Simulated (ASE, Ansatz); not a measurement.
**Localised basis functions on wurtzite SiC, size series (576 atoms)**

Wanted: errors and times of a linear-scaling basis for wurtzite SiC, size series (576 atoms). A setting counts as converged where the r.m.s. difference of forces stays under 1 % of the r.m.s. force.

Main program and level: Ansatz 0.2.0; Kohn-Sham DFT, LDA, PAW (set soft_2), plane waves.

Most raw output is cut from this account.

## (1) The starting structure

The cell holds 576 atoms: 288 Si and 288 C. Cell: a = 9.228 Å, b = 9.228 Å, c = 80.768 Å, α = 90.0°, β = 90.0°, γ = 120.0°. It derives from SiC (wurtzite), repeated 3×3×16. Wurtzite SiC (a = 3.076 Å, c = 5.048 Å), 3 x 3 x 16 conventional cells; ideal positions.

What the set-up can't give: Sampling is at Γ alone, for a cell whose shortest periodic width is 8 Å.

## (2) Plane-wave single point

The first run fixes the reference, at a cutoff of 420 eV.

File input.yaml:

```yaml
crystal:
  lattice:
    - [9.228, 0.0, 0.0]
    - [-4.614, 7.99168, 0.0]
    - [0.0, 0.0, 80.768]
  atoms:
    - { symbol: Si, position: [0.0, 0.0, 0.0] }
    - { symbol: C, position: [0.11111, 0.22222, 0.00781] }
    - { symbol: Si, position: [0.11111, 0.22222, 0.03125] }
    - { symbol: C, position: [0.0, 0.0, 0.03906] }
    - { symbol: Si, position: [0.0, 0.0, 0.0625] }
    - { symbol: C, position: [0.11111, 0.22222, 0.07031] }
    - { symbol: Si, position: [0.11111, 0.22222, 0.09375] }
    - { symbol: C, position: [0.0, 0.0, 0.10156] }
    - { symbol: Si, position: [0.0, 0.0, 0.125] }
    - { symbol: C, position: [0.11111, 0.22222, 0.13281] }
    - { symbol: Si, position: [0.11111, 0.22222, 0.15625] }
    - { symbol: C, position: [0.0, 0.0, 0.16406] }
    - { symbol: Si, position: [0.0, 0.0, 0.1875] }
    - { symbol: C, position: [0.11111, 0.22222, 0.19531] }
    - { symbol: Si, position: [0.11111, 0.22222, 0.21875] }
    - { symbol: C, position: [0.0, 0.0, 0.22656] }
    - { symbol: Si, position: [0.0, 0.0, 0.25] }
    - { symbol: C, position: [0.11111, 0.22222, 0.25781] }
    - { symbol: Si, position: [0.11111, 0.22222, 0.28125] }
    - { symbol: C, position: [0.0, 0.0, 0.28906] }
    - { symbol: Si, position: [0.0, 0.0, 0.3125] }
    - { symbol: C, position: [0.11111, 0.22222, 0.32031] }
    - { symbol: Si, position: [0.11111, 0.22222, 0.34375] }
    - { symbol: C, position: [0.0, 0.0, 0.35156] }
    - { symbol: Si, position: [0.0, 0.0, 0.375] }
    - { symbol: C, position: [0.11111, 0.22222, 0.38281] }
    - { symbol: Si, position: [0.11111, 0.22222, 0.40625] }
    - { symbol: C, position: [0.0, 0.0, 0.41406] }
    - { symbol: Si, position: [0.0, 0.0, 0.4375] }
    - { symbol: C, position: [0.11111, 0.22222, 0.44531] }
    - { symbol: Si, position: [0.11111, 0.22222, 0.46875] }
    - { symbol: C, position: [0.0, 0.0, 0.47656] }
    [... 538 atom lines left out ...]
    - { symbol: Si, position: [0.77778, 0.88889, 0.90625] }
    - { symbol: C, position: [0.66667, 0.66667, 0.91406] }
    - { symbol: Si, position: [0.66667, 0.66667, 0.9375] }
    - { symbol: C, position: [0.77778, 0.88889, 0.94531] }
    - { symbol: Si, position: [0.77778, 0.88889, 0.96875] }
    - { symbol: C, position: [0.66667, 0.66667, 0.97656] }
kpoints:
  mp_grid: { grid: [1, 1, 1] }
hamiltonian:
  xc: lda
scf:
  occupations: { method: gaussian, width: 0.05 }
output:
  forces: true
  stress: true
  populations: true
  dos:
    method: { smearing: { sigma: 0.1 } }
    de: 0.1
    projected: { site_lists: { C: [C], Si: [Si] } }
  eigenvalues: true
```

The run is started by

```bash
ansatz run input.yaml --threads 32 --pin off --max-ram 92160MiB --backend cuda --events-out ev --progress --plain --runs-dir out --max-vram 78GiB
```

It took 7.3 s on 1 × NVIDIA GB200 with 32 threads of Arm Neoverse V2, shared host; peak memory 3.3 GiB; 27 s of CPU time.

That memory is the host's. Forces of this run were stored rounded, and per-atom blocks of the log weren't kept.

The program notes that positions were snapped to a detected symmetry.

Read from the output:

| Quantity | Value |
| --- | --- |
| free energy | -245354.3139 eV |
| free energy per atom | -425.9624 eV/atom |
| SCF cycles | 6 |
| pressure | -3.496 GPa |
| r.m.s. force component | 0.1152 eV/Å |
| longest force | 0.1994 eV/Å |
| Fermi energy | 10.52 eV |
| gap (highest filled to lowest empty level) | 2.048 eV |
| spilling of the projection | 0.00988 |

The r.m.s. force component of 0.12 eV/Å sets the scale for the differences below.

## (3) Support functions medium

The cell is solved in localised support functions. The level medium gives here a grid of 48×48×360 points and a radius of 3.44 Å.

This step: Kohn-Sham DFT, LDA, PAW (set soft_2), localised support functions (medium) (Ansatz 0.2.0).

input.yaml, the sections that differ from step 2:

```yaml
scf:
  occupations: { method: gaussian, width: 0.05 }
  eigensolver: { kind: { support_functions: { accuracy: medium } } }
  max_iter: 150
output:
  forces: true
  eigenvalues: true
# crystal, kpoints, hamiltonian: as in step 2
```

Run time: 8.3 s. Hardware: 1 × NVIDIA GB200 with 32 threads; peak memory 1.8 GiB; 21 s of CPU time.

That memory is the host's; the program planned up to 11.2 GiB on the GPU.

The program notes that the band table was not solved further than the SCF left it and it switched symmetry off.

Keys that differ from the reference: support_functions.accuracy = "medium" and scf.max_iter = 150.

Forces differ from the reference by 0.50 meV/Å r.m.s., 0.44 % of their size, within a tolerance of 1 %; the energy by -2.7 meV/atom. The two runs also began from different starting densities, which bears on cycles and time.

## (4) Truncated density matrix

Cutting the density matrix at a range is meant to remove the step that grows fastest with size; it needs a cell with a gap.

This step: Kohn-Sham DFT, LDA, PAW (set soft_2), localised support functions (medium), truncated density matrix (Ansatz 0.2.0).

input.yaml, the sections that differ from step 3:

```yaml
scf:
  occupations: { method: gaussian, width: 0.05 }
  eigensolver:
    kind:
      support_functions: { accuracy: medium, density_matrix: { truncated: {} } }
  max_iter: 150
output:
  forces: true
# crystal, kpoints, hamiltonian: as in step 3
```

Elapsed: 6.4 s, on 1 × NVIDIA GB200 with 32 threads; peak memory 1.6 GiB.

That memory is the host's; the program planned up to 11.3 GiB on the GPU.

The program notes that the search for missed states was only partial.

Keys that differ from the reference: support_functions.accuracy = "medium", support_functions.density_matrix.truncated = {} and scf.max_iter = 150.

Forces differ from the reference by 0.48 meV/Å r.m.s., 0.42 % of their size, within a tolerance of 1 %; the energy by -2.7 meV/atom. The two runs also began from different starting densities, which bears on cycles and time.

## (5) All settings compared

Each row is set against the plane-wave reference (Kohn-Sham DFT, LDA, PAW (set soft_2), plane waves; r.m.s. force component 0.115 eV/Å). Energies are set beside the reference only for runs with its functional, potentials and electron count. Times are for 1 × NVIDIA GB200 with 32 threads of Arm Neoverse V2, shared host. The reference's time includes the DOS and the stress, which some other runs skip.

```
                     run  Δ force, r.m.s. (meV/Å)  share of r.m.s. force (%)  Δ energy (meV/atom)  Δ gap (eV)  cycles   time  host memory (GiB)
               reference                        -                          -                    -           -       6  7.3 s                3.3
support functions medium                    0.502                      0.436                -2.70      6.0e-4       9  8.3 s                1.8
truncated density matrix                     0.48                      0.417                -2.71           -       9  6.4 s                1.6
```

## (6) The reference in detail

With the settings judged, the reference run is read for its physics.

Length of the force by element:

```
element  coordination  atoms  mean length of the force (eV/Å)  spread  least   most
      C           all    288                            0.199       0  0.199  0.199
     Si           all    288                            0.199       0  0.199  0.199
```

Löwdin charges by element (they lack the spilled electrons, 0.040 e an atom on average):

```
element  coordination  atoms  mean charge (e)  spread   least    most
      C           all    288           -0.992       0  -0.992  -0.992
     Si           all    288             1.07       0    1.07    1.07
```

Density of states as counts of states in windows of 1 eV (from the Fermi level), total and some projections:

```
from (eV)  to (eV)  total    C p   Si p  Si s   C s
      -18      -17    0.0    0.0    0.0   0.0   0.0
      -17      -16   21.5    0.4    1.5  11.2   8.4
      -16      -15   15.3    0.9    3.3   5.7   5.3
      -15      -14  159.7   13.3   43.5  45.6  56.5
      -14      -13  100.1    8.9   29.6  22.9  38.2
      -13      -12   93.8    6.9   30.0  14.6  41.9
      -12      -11  185.5    6.5   62.1  17.4  98.4
      -11      -10    0.0    0.0    0.0   0.0   0.0
      -10       -9   10.1    4.8    3.1   1.7   0.4
       -9       -8  211.4  103.0   27.4  65.8  14.2
       -8       -7  256.2  125.8   70.4  36.7  21.8
       -7       -6  158.3   82.2   47.5  13.1  14.4
       -6       -5  181.7  105.9   43.5  14.2  16.2
       -5       -4  120.5   74.1   37.3   4.6   3.4
       -4       -3  295.9  198.1   88.9   3.0   3.1
       -3       -2  367.3  273.8   82.1   3.0   2.0
       -2       -1  120.3  102.8   13.6   0.1   0.2
       -1        0    6.3    5.9    0.2   0.0   0.0
        0        1    1.4    0.3    0.8   0.0   0.0
        1        2   28.0    6.1   14.7   0.3   0.3
        2        3  240.1   17.9  105.5  35.9  43.2
        3        4  194.3   21.6   80.5  13.7  34.5
        4        5  155.0   23.9   45.1  31.0  17.9
```

Not all projections were asked for or kept, so they needn't add up to the total.

The levels nearest the highest filled one (over half full), pooled over k-points and spins:

```
level less the highest filled one (eV)  occupation
                               -0.0155           2
                               -0.0155           2
                               -0.0155           2
                               -0.0155           2
                                     0           2
                                     0           2
                                  2.05           0
                                  2.05           0
                                  2.14           0
                                  2.14           0
                                  2.14           0
                                  2.14           0
```

Mean Löwdin charges: C -0.99, Si +1.07 e (they miss 0.99 % of the electrons, so they add up to more than the cell's charge).

## (7) Local order

Bonds and neighbours are counted at the geometry of the runs.

Density 3.22 g/cm³, 10.34 Å³ an atom.

g(r), total and by pair (bins of 0.2 Å):

| r (Å) | total | C-C | C-Si | Si-Si |
| --- | --- | --- | --- | --- |
| 1.80 | 4.68 | 0.00 | 9.35 | 0.00 |
| 2.00 | 0.00 | 0.00 | 0.00 | 0.00 |
| 2.20 | 0.00 | 0.00 | 0.00 | 0.00 |
| 2.40 | 0.00 | 0.00 | 0.00 | 0.00 |
| 2.60 | 0.00 | 0.00 | 0.00 | 0.00 |
| 2.80 | 0.00 | 0.00 | 0.00 | 0.00 |
| 3.00 | 5.20 | 10.45 | 0.00 | 10.45 |
| 3.20 | 0.41 | 0.00 | 0.81 | 0.00 |
| 3.40 | 0.00 | 0.00 | 0.00 | 0.00 |
| 3.60 | 2.82 | 0.00 | 5.65 | 0.00 |
| 3.80 | 0.00 | 0.00 | 0.00 | 0.00 |
| 4.00 | 0.00 | 0.00 | 0.00 | 0.00 |
| 4.20 | 0.00 | 0.00 | 0.00 | 0.00 |
| 4.40 | 2.55 | 2.58 | 2.52 | 2.58 |
| 4.60 | 0.00 | 0.00 | 0.00 | 0.00 |
| 4.80 | 1.65 | 0.00 | 3.29 | 0.00 |
| 5.00 | 0.33 | 0.65 | 0.00 | 0.65 |
| 5.20 | 0.00 | 0.00 | 0.00 | 0.00 |
| 5.40 | 2.61 | 5.20 | 0.00 | 5.20 |
| 5.60 | 1.15 | 0.00 | 2.30 | 0.00 |
| 5.80 | 0.00 | 0.00 | 0.00 | 0.00 |
| 6.00 | 1.75 | 2.81 | 0.69 | 2.81 |
| 6.20 | 1.29 | 1.29 | 1.29 | 1.29 |
| 6.40 | 1.79 | 0.00 | 3.59 | 0.00 |
| 6.60 | 0.28 | 0.00 | 0.56 | 0.00 |
| 6.80 | 1.04 | 2.09 | 0.00 | 2.09 |
| 7.00 | 0.60 | 0.00 | 1.20 | 0.00 |
| 7.20 | 0.24 | 0.00 | 0.49 | 0.00 |

Bonds by pair of elements; cutoffs follow the first minimum of g(r), held within bounds set by covalent radii, and pairs that aren't listed don't count as bonded:

```
pair A-B  cutoff (Å)  bonds  mean length (Å)  spread (Å)  shortest (Å)  B about A  A about B
    C-Si        2.27   1152             1.89       0.004          1.89          4          4
```

How many atoms have how many bonded neighbours:

```
element  mean    4
      C     4  288
     Si     4  288
```

Rings of the network by King's shortest-path rule, up to 12 atoms, one path for each pair of neighbours; H, halogens, alkali and alkaline-earth atoms are left out, and the last column divides by all other atoms, bonded or not:

| ring size (atoms) | rings | per network atom |
| --- | --- | --- |
| 6 | 1097 | 1.91 |

With the cutoffs above, all C atoms have 4 and all Si atoms have 4 bonded neighbours. All rings counted have 6 atoms.

Local excerpt of 8 atoms (numbers count through the whole input) about Si1, which bears the longest force; x, y, z are measured from there.

| atom | x | y | z | distance (Å) | bonds | Fx | Fy | Fz (eV/Å) |
| --- | --- | --- | --- | --- | --- | --- | --- | --- |
| Si1 | 0.00 | 0.00 | 0.00 | 0.00 | 4 | 0.000 | 0.000 | 0.199 |
| C2 | 0.00 | 1.78 | 0.63 | 1.88 | 4 | 0.000 | 0.000 | -0.199 |
| C514 | -1.54 | -0.89 | 0.63 | 1.88 | 4 | 0.000 | 0.000 | -0.199 |
| C130 | 1.54 | -0.89 | 0.63 | 1.88 | 4 | 0.000 | 0.000 | -0.199 |
| C64 | 0.00 | 0.00 | -1.89 | 1.89 | 4 | 0.000 | 0.000 | -0.199 |
| Si65 | -1.54 | 2.66 | 0.00 | 3.08 | 4 | 0.000 | 0.000 | 0.199 |
| Si257 | 1.54 | 2.66 | 0.00 | 3.08 | 4 | 0.000 | 0.000 | 0.199 |
| Si513 | -1.54 | -2.66 | 0.00 | 3.08 | 4 | 0.000 | 0.000 | 0.199 |

The column of bonds counts only the pairs C-Si within 2.27 Å; other neighbours, such as metal atoms beside each other in a compound, aren't counted, and periodic images can show an atom twice.

## (8) Outcome

```yaml
free_energy_per_atom: -425.9624 eV/atom
density: 3.219 g/cm³
pressure: -3.496 GPa
r_m_s_force_component: 0.1152 eV/Å
spacing_of_highest_filled_and_lowest_empty_level: 2.048 eV
wall_time_of_the_3_dft_runs: 22 s
```

**Reading.** Against plane waves at 420 eV, the forces differ by 0.50 meV/Å (0.44 %) with support functions medium. Differences between support functions and plane waves include what basis error the plane-wave run still has.

Between filled and empty levels lie 2.05 eV at Γ alone; the mesh holds the band edges only if they fold onto it, so the gap at this level can be narrower or closed, while local or semilocal functionals tend to narrow gaps against experiment. With the cutoffs above, all C atoms have 4 and all Si atoms have 4 bonded neighbours.

**Limits.** The geometry was built by rule and isn't relaxed at this level: its force components are 0.12 eV/Å r.m.s. The stress is far from hydrostatic: its diagonal is -2.0, -2.0, -6.5 GPa, compression counted positive. The pressure of -3.5 GPa says that the cell would shrink at this level of theory.

[Logs are printed without paths, hosts, clocks, repeated set-up lines and the standing remarks that a program may print on its own settings, such as how far it seeks lower states.]

[Hosts, paths, dates, database ids (printed as entryN), source tags and the programs' standing remarks are cut or masked in the printed files.]
